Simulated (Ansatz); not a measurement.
# The potential step between two gates: arsenene 3 layers, AB

Two oppositely charged gates put a neutral stack in a displacement field D. The voltage between them is D/ε₀ times an electrical distance, shorter than the real one because the stack screens.

**Method.** Ansatz 0.2.0, plane waves with PAW datasets (its set soft_1), PBE-D3(BJ); isolated slab, charged sheets 5 Å from the outer atoms behind model barriers, atoms held. Voltages count from the uncharged case.

| run | D/ε₀ (V/nm) | step in an electron's potential, upper less lower gate (eV) |
| --- | --- | --- |
| run 1 | −1.810 | −1.451 |
| run 2 | 0.000 | 0.000 |
| run 3 | 0.905 | 0.731 |
| run 4 | 1.810 | 1.464 |
| run 5 | 2.714 | 2.198 |
| run 6 | 3.619 | ? |

**Question.** What value belongs in the row marked “?”, and how far can the other rows tell?

A least-squares line through the 5 rows shown has slope 0.8066 and intercept 0.0046; no row lies more than 0.005 eV off it. The size of the slope, 0.807 nm, is the electrical distance; the sheets are 1.992 nm apart, and screening reaches beyond the outer atoms. At 3.619 it gives 0.8066 × 3.619 + 0.0046 = 2.924 eV, beyond the rows fitted. Rounding and scatter of the rows alone allow about ±0.006 eV there.

The run itself gives 2.934 eV: a miss of +0.010 eV, or 0.3 % of the value. Screening stays linear to within 1 % over this range.

**Limits.** The gates are model sheets, not atoms.
